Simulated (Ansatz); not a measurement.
# InF (model cell, started as CsCl type): from the cell to its phonons, part 2 of 2

Wanted: phonon frequencies of InF (model cell, started as CsCl type) and what follows from them.

Ansatz 0.2.0; DFT PBEsol, scalar-relativistic, plane waves, PAW.

So far. Step 3 (Relaxation): Little changed from the start: no atom moved by 0.005 Å and no cell edge by 0.1 %. The relaxed cell has a = 3.270 Å (conventional setting).

The structure was built from a prototype and need not be the compound's stable phase.

## (4) Relaxing to small forces for the phonons

Phonons need a cell at rest on their own settings, so the relaxation is repeated with tight tolerances on forces and stress on the k mesh and occupations of the first response run.

input.yaml reads:

```yaml
crystal:
  lattice:
    - [3.2700465158, 0.0, 0.0]
    - [0.0, 3.2700465158, 0.0]
    - [0.0, 0.0, 3.2700465158]
  atoms:
    - { symbol: In, position: [0.0, 0.0, 0.0] }
    - { symbol: F, position: [0.5, 0.5, 0.5] }
kpoints:
  mp_grid: { grid: [16, 16, 16] }
hamiltonian:
  xc: pbesol
scf:
  occupations: { method: methfessel_paxton, width: 0.2 }
output:
  forces: true
  stress: true
  eigenvalues: true
relax:
  adjacent_minimum: "off"
  f_tol: 0.001
  max_steps: 60
  cell: { stress_tol: 0.01 }
```

On the command line:

```bash
$ ansatz run input.yaml --threads 4 --pin off --max-ram 7168MiB --backend cpu --events-out ev --progress --plain --runs-dir out
```

Numbers of over 12 decimals in the logs are rounded to 6 here.

Output:

```text
[...]
Crystal: 2 atoms, lattice volume = 34.967 Å³
Basis set: ecut = 420 eV, 691 PW (Γ), exchange–correlation on 48×48×48 points (8 copies of the dense FFT grid, shifted against one another)
Bands: 14, of which v1, the nominal top of the filled ones, is band 10 counted from 1 (9 counted from 0)
Symmetry: 48 space group operations
[...]
k-points: 165 of 4096
[...]
k-point 164: bands = [... 6 lower, 3.7916, 3.7916, 3.7916, 9.3409, 10.1407, 10.1407, 10.1407, 19.0456]
--- Relaxed structure (3 steps of the walk, 3 accepted, 1 SCFs on fresh bases) ---
[...]
cell:  # Å, volume = 35.0063 Å³
    - [3.271262, 0, 0.0]
    - [0, 3.271262, 0]
    - [0.0, 0, 3.271262]
  atoms:
    - { symbol: In, position: [0, 0, 0] }
    - { symbol: F, position: [0.5, 0.5, 0.5] }
[key lines of the parts left out:]
SCF converged after 5 iterations
Free energy (F): -6325.887177 eV
Fermi energy:    8.199210 eV
P = ⅓ Tr σ = 0.0052 GPa (0.052 kbar)
```

Run time: 4.1 s. Hardware: 4 threads of Arm Neoverse V2, shared host; peak memory 0.38 GiB.

Little changed from the start: no atom moved by 0.005 Å and no cell edge by 0.1 %.

This step gave:

```
pressure        : 0.005196 GPa
volume per atom : 17.50 Å³
```

The forces vanish by symmetry and the pressure is 0.005 GPa, within the tolerances set. The cell now holds 17.50 Å³/atom.

## (5) Modes at Γ

The zone centre comes first: it holds the modes that light can see, as far as symmetry allows. No field response is asked, since the mesh shows no gap.

input.yaml, the sections that differ from step 4:

```yaml
crystal:
  lattice:
    - [3.271261715, 0.0, 0.0]
    - [0.0, 3.271261715, 0.0]
    - [0.0, 0.0, 3.271261715]
  atoms:
    - { symbol: In, position: [0.0, 0.0, 0.0] }
    - { symbol: F, position: [0.5, 0.5, 0.5] }
output:
  eigenvalues: true
phonons:
  method: dfpt
# kpoints, hamiltonian, scf: as in step 4
# relax: removed
```

Output:

```text
[...]
Crystal: 2 atoms, lattice volume = 35.006 Å³
Basis set: ecut = 420 eV, 691 PW (Γ), exchange–correlation on 48×48×48 points (8 copies of the dense FFT grid, shifted against one another)
Bands: 14, of which v1, the nominal top of the filled ones, is band 10 counted from 1 (9 counted from 0)
Symmetry: 48 space group operations
k-points: 405 of 4096 (irreducible under 8 space group operations, time reversal used)
[...]
SCF iter   1: F=—  HF=-6325.900370 eV  |F-HF|=—  |Δ(HF+E_count)|=         —  Δρ=1.43e-2  dr2=4.95e-2  ethr=1.77e-3  ⟨swp⟩=5.0  Hψ=26917  notcnv=0
[...]
SCF iter   8: F=-6325.887177 eV  HF=-6325.887177 eV  |F-HF|=0.00e0  |Δ(HF+E_count)|=  1.09e-11  S|Δr|=    0.00e0  Δρ=1.96e-8  dr2=7.63e-14  ethr=1.00e-12  ⟨swp⟩=5.9  Hψ=23794  notcnv=0
SCF 1 converged in 8 iterations: F = -6325.887177 eV  dr2 = 7.63e-14
[...]
DFPT response loops at Γ: preconditioner auto → Kerker (q_TF=auto, 2.485 Å⁻¹) (partly filled bands, converged f_vac=0.000); β = 1.00, the filter's whole step (`scf.mixing.beta` (0.50) is not read by the response loops under this deck's `scf.mixing.preconditioner`; to damp them name `kerker` or `kerker_dos`, under which they read `scf.mixing.beta`, and type it under 1.00, their step now; both keys bind the ground state too); Broyden in place of MSR1
SCF converged after 8 iterations
[...]
Free energy (F): -6325.887177 eV
[...]
Internal energy: -6325.887540 eV  (E = F + TS)
E sigma→0 (E₀):  -6325.887268 eV
Entropy (-TS):   0.000364 eV (0.182 meV/atom)
Fermi energy:    8.199210 eV
[...]
--- Band table (eV; the first three rows and the last of 405) ---
  k-point 0: bands = [... 6 lower, 1.9424, 4.1698, 4.1698, 4.1698, 16.5208, 16.5208, 16.5208, 17.4304]
  k-point 1: bands = [... 6 lower, 1.9065, 4.1806, 4.1806, 4.2327, 15.5867, 16.5334, 16.5334, 17.4708]
  k-point 2: bands = [... 6 lower, 1.8115, 4.2130, 4.2130, 4.4149, 14.2958, 16.5692, 16.5692, 17.5922]
  k-point 404: bands = [... 6 lower, 3.7916, 3.7916, 3.7916, 9.3409, 10.1407, 10.1407, 10.1407, 19.0456]
--- Phonons (Γ-DFPT): 2 representative perturbations + reference, on 405 of 4096 k-points (Σ response iterations 7) ---
  k mesh reduced under 8 symmetry operations, with k and −k counted as one. Each operation leaves every solved perturbation unchanged. A smaller set is not used because it would not reduce the number of displacements times k-points to solve
  ASR residual: 1.136e-5 → 0.000e0 eV/Å²; symmetrization residual: 3.230e-7 eV/Å²
  ASR residual per site (eV/Å²): 1.14e-5 1.73e-6
  Γ frequencies (cm⁻¹): -115.42 -115.42 -115.42 0.00 0.00 0.00
  non-analytic LO–TO correction: not included (Born effective charges unavailable; polar crystals: no LO–TO splitting at Γ)
```

Elapsed: 12 s, on 4 threads; peak memory 0.85 GiB; 41 s of CPU time.

Reading the cycles: dr2 is the Hartree energy of the density residual (eV), the measure of convergence; HF is the Harris–Foulkes estimate of the energy, which meets the free energy F at convergence.

This step gave:

| Quantity | Value |
| --- | --- |
| sum-rule residual before enforcement | 1.14e-5 eV/Å² |
| point group | m-3m |
| highest optical mode at the zone centre (no LO-TO term) | -115.4 cm⁻¹ |
| lowest optical zone-centre mode | -115.4 cm⁻¹ |

Patterns of degenerate modes are one choice out of their space. The modes at Γ (shares of kinetic energy by element, %) (negative means imaginary):

```tsv
mode	frequency (cm⁻¹)	symmetry	In %	F %
1	-115.4	T1u	14	86
2	-115.4	T1u	14	86
3	-115.4	T1u	14	86
4	0.0	acoustic	86	14
5	0.0	acoustic	86	14
6	0.0	acoustic	86	14
```

Displacements in mode 3 (-115.4 cm⁻¹), the largest set to 1:
```
In1  0.00  0.00 -0.17
F2   0.00  0.00  1.00
```

Before it was imposed, the acoustic sum rule was missed by 1.1e-5 eV/Å². Small misses are needed for a sound result but don't prove that mesh and cutoff are converged. The lowest optical mode is imaginary, 115.4i cm⁻¹, so the energy falls along it.

## (6) Response at finite wavevector

Stability and thermal properties need the whole zone. Linear response on a 4×4×4 q mesh gives force constants as far as a supercell of that size would.

Edit input.yaml of step 5 so:

```diff
@@ -18 +18,8 @@
   method: dfpt
+  qmesh: [4, 4, 4]
+  temperatures: { t_max: 1000, t_step: 50 }
+  qpath:
+    path:
+      - [[0.0, 0.0, 0.0], [0.0, 0.5, 0.0], [0.5, 0.5, 0.0], [0.0, 0.0, 0.0], [0.5, 0.5, 0.5], [0.0, 0.5, 0.0]]
+      - [[0.5, 0.5, 0.5], [0.5, 0.5, 0.0]]
+    npoints: 10
```

Output:

```text
[...]
Crystal: 2 atoms, lattice volume = 35.006 Å³
Basis set: ecut = 420 eV, 691 PW (Γ), exchange–correlation on 48×48×48 points (8 copies of the dense FFT grid, shifted against one another)
Bands: 14, of which v1, the nominal top of the filled ones, is band 10 counted from 1 (9 counted from 0)
Symmetry: 48 space group operations
k-points: 165 of 4096
[...]
SCF iter   1: F=—  HF=-6325.900382 eV  |F-HF|=—  |Δ(HF+E_count)|=         —  Δρ=1.43e-2  dr2=4.94e-2  ethr=1.77e-3  ⟨swp⟩=5.0  Hψ=11080  notcnv=0
[...]
SCF iter   8: F=-6325.887177 eV  HF=-6325.887177 eV  |F-HF|=1.82e-12  |Δ(HF+E_count)|=  1.00e-11  S|Δr|=    0.00e0  Δρ=1.19e-8  dr2=2.96e-14  ethr=1.00e-12  ⟨swp⟩=5.6  Hψ=9369  notcnv=0
SCF 1 converged in 8 iterations: F = -6325.887177 eV  dr2 = 2.96e-14
[...]
SCF iter   5: F=-6325.887177 eV  HF=-6325.887177 eV  |F-HF|=7.28e-12  |Δ(HF+E_count)|=  3.64e-12  S|Δr|=    0.00e0  Δρ=2.08e-7  dr2=7.20e-12  ethr=1.00e-12  ⟨swp⟩=2.9  Hψ=5700  notcnv=0
SCF 2 converged in 5 iterations: F = -6325.887177 eV  dr2 = 7.20e-12
phonons: the bands overlap, so this run is a metal and interpolates without the dipole-dipole term. If the crystal is really an insulator or semiconductor, its LO-TO splitting is missing
NSCF: frozen V_eff on 165 k-points
WARN: eigensolver did not converge in 2 slots of this pass, the one above among them; of largest residual over every band (k=162): 1 band(s) unlocked (lowest unlocked band 13, counted from 0; max residual 4.57e-6 eV among the unlocked bands, 4.57e-6 eV over every band); of lowest unlocked band (k=162): band 13
[...]
DFPT response loops at q = (0, 0, 0) (fractional): preconditioner auto → Kerker (q_TF=auto, 2.485 Å⁻¹) (partly filled bands, converged f_vac=0.000); β = 1.00, the filter's whole step (`scf.mixing.beta` (0.50) is not read by the response loops under this deck's `scf.mixing.preconditioner`; to damp them name `kerker` or `kerker_dos`, under which they read `scf.mixing.beta`, and type it under 1.00, their step now; both keys bind the ground state too); Broyden in place of MSR1
[...]
SCF converged after 8 iterations
[...]
Free energy (F): -6325.887177 eV
[...]
Internal energy: -6325.887540 eV  (E = F + TS)
E sigma→0 (E₀):  -6325.887268 eV
Entropy (-TS):   0.000364 eV (0.182 meV/atom)
Fermi energy:    8.199210 eV
[...]
--- Band table (eV; the first three rows and the last of 165) ---
  k-point 0: bands = [... 6 lower, 1.9424, 4.1698, 4.1698, 4.1698, 16.5208, 16.5208, 16.5208, 17.4304]
  k-point 1: bands = [... 6 lower, 1.9065, 4.1806, 4.1806, 4.2327, 15.5867, 16.5334, 16.5334, 17.4708]
  k-point 2: bands = [... 6 lower, 1.8115, 4.2130, 4.2130, 4.4149, 14.2958, 16.5692, 16.5692, 17.5922]
  k-point 164: bands = [... 6 lower, 3.7916, 3.7916, 3.7916, 9.3409, 10.1407, 10.1407, 10.1407, 19.0456]
--- Phonons (Γ-DFPT): 2 representative perturbations + reference (Σ response iterations 7) ---
  ASR residual: 1.145e-5 → 0.000e0 eV/Å²; symmetrization residual: 3.101e-6 eV/Å²
  ASR residual per site (eV/Å²): 1.15e-5 3.40e-6
  Γ frequencies (cm⁻¹): -115.42 -115.42 -115.42 0.00 0.00 0.00
--- Phonons (arbitrary-q DFPT): 10 irreducible q on the 4×4×4 mesh ---
  q = [0.0000, 0.0000, 0.0000] (star 1, of the zone-centre solve; hermiticity 7.77e-6, symmetrization 3.75e-11): -115.42 -115.42 -115.42 -0.00 -0.00 0.00
  q = [0.0000, 0.0000, 0.2500] (star 6, 4 solved perturbations in 4032 linear systems a pass and spin channel, the states on 1296 of 4096 k-point pairs; hermiticity 1.53e-6, symmetrization 1.02e-12): -75.95 -75.95 26.74 26.74 82.46 210.54
[...]
q = [0.0000, 0.2500, -0.5000] (star 12, 6 solved perturbations on 1296 of 4096 k-point pairs; hermiticity 2.30e-6, symmetrization 2.18e-14): -62.59 18.95 25.06 73.02 103.56 110.48
[...]
sum rule: each row above includes the acoustic sum rule's correction from the zone centre's row sums; it moved no ω² by more than (0.22 cm⁻¹)²
  mesh force constants: q→R imaginary residual 6.82e-19; ASR residual 1.145e-5 → 0.000e0 eV/Å²; symmetrization residual 1.776e-15 eV/Å²
  interpolated dispersion: 62 rows × 6 modes
  density of states and harmonic sums: on the 20×20×20 q-mesh, interpolated from the force constants of a 4×4×4 supercell (no non-analytic term)
  largest difference from the sums on the solved wave vectors: F 7.97e-2 eV, S 9.84e-5 and C_V 2.32e-5 eV/K
  zero-point energy: 0.021129 eV/cell   skipped modes (ω ≤ 0): 549, of them read as no rigid motion or as one in doubt: 546 (1.920e0 modes/cell left out, lowest -122.84 cm⁻¹)   left out of the sums: 3.20e-1 of the cell's modes: C_V's classical limit lies that fraction below 3 k_B per atom; for a crystal, a wire or a layer, F and S can be off by more, and a phonons.interpolated_qmesh denser along its periods is the remedy for the sampling
```

Elapsed: 5.8 min, on 4 threads; peak memory 2.8 GiB.

This step gave:

```
sum-rule residual before enforcement                    : 1.15e-5 eV/Å²
lowest frequency on the path                            : -122.8 cm⁻¹
highest frequency on the path or at a solved wavevector : 233.1 cm⁻¹
lowest mode on the q mesh (acoustic modes at Γ apart)   : -115.4 cm⁻¹
```

Frequencies (cm⁻¹) solved at each irreducible wavevector; negative means imaginary. Frequencies by wavevector, by row:

```tsv
q in reciprocal lattice units	star	mode 1	mode 2	mode 3	mode 4	mode 5	mode 6
0 0 0	1	-115.4	-115.4	-115.4	0	0	0
0 0 0.25	6	-76	-76	26.7	26.7	82.5	210.5
0 0 -0.5	3	-56.4	-56.4	80.2	80.2	127.4	218.3
0 0.25 0.25	12	-107.1	-65	45.4	58.2	81.1	165.6
0 0.25 -0.5	12	-62.6	18.9	25.1	73	103.6	110.5
0 -0.5 -0.5	3	-103.9	-103.9	-68.3	63.6	89.6	89.6
0.25 0.25 0.25	8	-12.6	-12.6	56.7	56.7	59.4	104.3
0.25 0.25 -0.5	12	-49.3	-44.4	26.5	66.3	96.9	118.7
0.25 -0.5 -0.5	6	15.7	61.2	61.2	82.7	82.7	111.4
-0.5 -0.5 -0.5	1	72.3	72.3	72.3	137.2	137.2	137.2
```

Interpolated from a 4×4×4 q mesh. The phonon branches at the labelled points (cm⁻¹):

```tsv
point	branch 1	branch 2	branch 3	branch 4	branch 5	branch 6
Γ	-115	-115	-115	0	0	0
halfway	-76	-76	27	27	82	210
X	-56	-56	80	80	127	218
halfway	-63	19	25	73	104	110
M	-104	-104	-68	64	90	90
halfway	-107	-65	45	58	81	166
Γ	-115	-115	-115	0	0	0
halfway	-13	-13	57	57	59	104
R	72	72	72	137	137	137
halfway	-49	-44	26	66	97	119
X	-56	-56	80	80	127	218
jump to R	72	72	72	137	137	137
halfway	16	61	61	83	83	111
M	-104	-104	-68	64	90	90
```

The phonon branches as a text plot (rows in cm⁻¹):

```
    226 |    ***
    211 |   *   **                                      **
    196 |
    181 |                                              *
    166 |         *          **
    152 |                      *     **
    137 |          *       **          *     ******   *   *
    122 |  *   *****                        **   * ** **** **
    107 |     *     *     *         *   *  *     *   **    * *
     92 |    *       ********   *           *     **** *    * ***
     77 |   *  ********  **  *           **********     ****** *
     63 |  *  *   *  ***********       **  **    ****      * *  *
     48 | *  *     *         ***     *** **        *   *    *
     33 | * *                 * *   ***    *       **
     18 |*                     * * *     **        *         *
      3 |***                    ***
    -12 |          *                    *
    -26 |                *                           **
    -41 |         * *                               ***
    -56 |     *******      **        ***            ** ***    **
    -71 |   **      *******  ***   *                          * *
    -86 |             * *     ****  *                          *
   -101 |* *           **    *  ** *                            *
   -115 |**              ****    **
         Γ      X      M          Γ            R        X|R     M
```

Tetrahedra on a 20×20×20 mesh, mean over bins of 5 cm-1. Interpolated from a 4×4×4 q mesh. Table of phonon density of states by wavenumber; read off at these points:

```tsv
wavenumber (cm⁻¹)	phonon density of states (1/cm⁻¹/cell)
-122	3.6e-4
-112	0.00442
-98	0.0106
-88	0.0148
-72	0.0243
-62	0.0429
-58	0.0456
-48	0.0233
-38	0.0139
-22	0.00745
-12	0.00543
-2	0.00554
12	0.00796
22	0.0130
38	0.0284
48	0.0301
62	0.0264
72	0.0578
88	0.0557
98	0.0353
112	0.0250
122	0.0160
132	0.0091
148	0.00606
158	0.00629
172	0.00564
182	0.00414
198	0.00314
208	0.00268
222	0.00146
232	6.0e-5
```

The partial phonon density of states has structure finer than the step of the table below, so its rows give means over 10 cm⁻¹, whole bins alone (the curve runs from -133 to 250 cm⁻¹). Peaks (cm⁻¹: height): F -79.6: 0.0216, 45.5: 0.0142, 72.0: 0.0225, 105.7: 0.0182, 151.4: 0.00729; In -60.4: 0.0355, -31.5: 0.0121, 43.1: 0.0192, 88.8: 0.0359.

Phonopy on the run's constants, 17x17x17 mesh, Gaussian sigma 2.7 cm-1. Interpolated from a 4×4×4 q mesh. The partial phonon density of states by wavenumber; means over each step; values in 1/cm⁻¹/cell:

```tsv
wavenumber (cm⁻¹)	F	In
-120	0.00228	9.1e-5
-110	0.00517	2.9e-4
-100	0.0101	7.4e-4
-90	0.0107	0.00148
-80	0.0187	0.00394
-70	0.0152	0.0110
-60	0.0110	0.0316
-50	0.00950	0.0213
-40	0.00520	0.00916
-30	0.00429	0.00907
-20	0.00425	0.00250
-10	0.00181	0.00163
0	0.00108	0.00170
10	0.00134	0.00181
20	0.00405	0.00804
30	0.0103	0.0147
40	0.0122	0.0184
50	0.0123	0.0150
60	0.0154	0.0156
70	0.0208	0.0263
80	0.0197	0.0311
90	0.0157	0.0325
100	0.0154	0.0194
110	0.0164	0.0111
120	0.0122	0.00587
130	0.00828	0.00140
140	0.00462	6.6e-4
150	0.00622	7.6e-4
160	0.00637	7.4e-4
170	0.00400	4.6e-4
180	0.00456	5.2e-4
190	0.00280	2.4e-4
200	0.00343	3.7e-4
210	0.00194	1.5e-4
220	0.00193	1.8e-4
230	6.3e-4	6.4e-5
240	3.0e-5	2.1e-6
```

Second derivatives of the energy by pair, one row for each kind of neighbour of each atom listed. Each entry sums the pair over the periodic images of the supercell that the q mesh stands for, and in a polar crystal it holds the long-range dipole part too. Force constants by pair, by row:

```tsv
atom	neighbour	distance (Å)	third of the trace (eV/Å²)	along the pair's line (eV/Å²)
In1	itself	0	1.397	–
In1	F	2.833	-0.0121	0.1317
In1	In	3.271	-0.1519	-1.329
In1	In	4.626	-0.0335	-0.2807
In1	F	5.425	0.0083	0.1174
In1	In	5.666	-0.0383	-0.1547
In1	In	6.543	-0.0125	-0.1007
In1	F	7.13	0.0198	0.0604
In1	In	7.315	-0.016	-0.0567
F2	itself	0	0.3936	–
F2	In	2.833	-0.0121	0.1317
F2	F	3.271	0.022	-0.0854
F2	F	4.626	0.0115	-0.1399
F2	In	5.425	0.0083	0.1174
F2	F	5.666	-0.118	-0.3492
F2	F	6.543	0.0457	-0.1314
F2	In	7.13	0.0198	0.0604
F2	F	7.315	-0.0097	-0.0563
```

Symmetry leaves 10 wavevectors to solve. The lowest mode among them, the acoustic zeros apart, lies at Γ and is imaginary, 115.4i cm⁻¹, so the energy falls along it. Between them the interpolated path dips to 123i cm⁻¹.

## (7) Another isotope

An isotope changes the mass and not the force constants, so no new electronic calculation is needed; the shifts show which modes move this element.

The same force constants with the mass of In changed from 114.818 to 112.904 u (phonopy, no LO-TO term). Both lists are sorted by frequency; levels can cross, so a row need not hold one and the same mode. Modes under 3 cm⁻¹ are left out. Isotope shifts, by row:

```tsv
q	rank	natural mass (cm⁻¹)	changed mass (cm⁻¹)
0 0 0	1	-115.4	-115.6
0 0 0	2	-115.4	-115.6
0 0 0	3	-115.4	-115.6
0 0 0.25	1	-75.95	-76.27
0 0 0.25	2	-75.95	-76.27
0 0 0.25	3	26.74	26.86
0 0 0.25	4	26.74	26.86
0 0 0.25	5	82.46	83.08
0 0 0.25	6	210.5	210.7
0 0 -0.5	1	-56.4	-56.88
0 0 -0.5	2	-56.4	-56.88
0 0 -0.5	3	80.17	80.17
0 0 -0.5	4	80.17	80.17
0 0 -0.5	5	127.4	128.4
0 0 -0.5	6	218.3	218.3
0 0.25 0.25	1	-107.1	-107.2
0 0.25 0.25	2	-65.04	-65.5
0 0.25 0.25	3	45.43	45.49
0 0.25 0.25	4	58.25	58.72
0 0.25 0.25	5	81.07	81.69
0 0.25 0.25	6	165.6	165.8
```

A mode of this element alone would shift by +0.84 %.

## (8) Outcome

```
space group after relaxation (within 0.01 Å)            : Pm-3m
volume per atom                                         : 17.5 Å³
electronic character                                    : no gap on this mesh
highest optical mode at the zone centre (no LO-TO term) : -115 cm⁻¹
lowest optical zone-centre mode                         : -115 cm⁻¹
lowest mode on the q mesh (acoustic modes at Γ apart)   : -115 cm⁻¹
highest frequency on the path or at a solved wavevector : 233 cm⁻¹
imaginary modes on the 4×4×4 q mesh                     : yes
```

Modes are clearly imaginary (beyond 10i cm⁻¹) at 8 of the 10 irreducible wavevectors, most at Γ (115.4i cm⁻¹), so this structure is not a minimum of the energy. The optical modes at Γ form one degenerate level at -115 cm⁻¹ (negative means imaginary). With no gap, or one that is small against the smearing, the frequencies hang on the k mesh and the smearing, most of all near Kohn anomalies. A phonon run warned that its eigensolver left some bands unconverged in a pass. The starting cell was built on a prototype and not taken from a measurement, so the phase need not exist. These are harmonic frequencies at zero temperature: anharmonic shifts, linewidths and thermal expansion are left out.

[Logs are printed without paths, hosts, clocks, repeated set-up lines and the standing remarks that a program may print on its own settings, such as how far it seeks lower states.]

[Hosts, paths, dates, database ids (printed as entryN), source tags and the programs' standing remarks are cut or masked in the printed files.]
